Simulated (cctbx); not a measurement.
**Symmetry from intensities**

Cell: a = 12.2580 Å, b = 12.2580 Å, c = 12.2580 Å, α = 90.00°, β = 90.00°, γ = 90.00°. Expected content of the cell: Tl4 Hg24 As16 Cl28.

Simulated single-crystal data (cctbx): synchrotron X-rays, λ = 0.4959 Å, to d = 0.84 Å, 95 % of the full sphere, strongest reflection 20000 counts, noise from counting, a 6 % proportional error and a noise floor of 2 counts (s.d.); no absorption.

A first pass over the reflections prints:

```text
12395 reflections to d = 0.842 A
centring   violations  <I/sigma> of those
    A       4966 of  6195     10.3
    B       4954 of  6193     10.3
    C       4942 of  6186     10.3
    I       5036 of  6181     10.4
    R       6844 of  8235     10.8
    F       7431 of  9287     10.3
Laue class    unique    Rint  (classes that these axes allow; Friedel mates merged)
P -1             6505   0.036
P 1 2/m 1        3434   0.043
P 1 1 2/m        3433   0.044
P 2/m 1 1        3433   0.043
P m m m          1892   0.047
P 4/m            1724   0.498
P 4/m m m        1011   0.499
R -3 :R          2178   0.047
R -3 m :R        1212   0.499
P m -3            636   0.050
P m -3 m          383   0.500
space group    extra absences  I>4sigma  <I/sigma>
P 2 3                   0          0         -  acentric
P 21 3                 41          0      -0.2  acentric
P m -3                  0          0         -  centric
P a -3                958          0      -0.0  centric
Wilson B = 0.48 A^2   <|E^2-1|> = 0.961 (0.968 centric, 0.736 acentric)   E^2>4: 5.3 %
shell (A)         n   <I/sigma>
12.26 - 1.68     95     39.9
 1.68 - 1.34     78     44.8
 1.34 - 1.17     83     45.5
 1.17 - 1.06     72     41.1
 1.06 - 0.98     79     49.5
 0.98 - 0.93     77     44.5
 0.93 - 0.88     63     40.4
 0.88 - 0.84     89     44.9
```

**Question.** What are the lattice type, the Laue class and the likely space group?

Every centring test has many violations, so the lattice is primitive.

Rint stays low (0.036 to 0.050) up to P m -3 and is 0.498 or more in the other classes.

4 settings pass the absence test. The most absences obeyed, 958, belong to P a -3 alone.

⟨|E²−1|⟩ = 0.961 leans to a centrosymmetric structure. The Wilson B of 0.48 Å² means U ≈ 0.0061 Å².

The true group is Pa-3 (no. 205), Laue class m-3, centrosymmetric. The tables fix it.

The model was made for the exercise: a known structure type with other elements put in, its volume estimated, not relaxed; displacement parameters are assumed.

[Logs are printed without paths, hosts, clocks, repeated set-up lines and the standing remarks that a program may print on its own settings, such as how far it seeks lower states.]
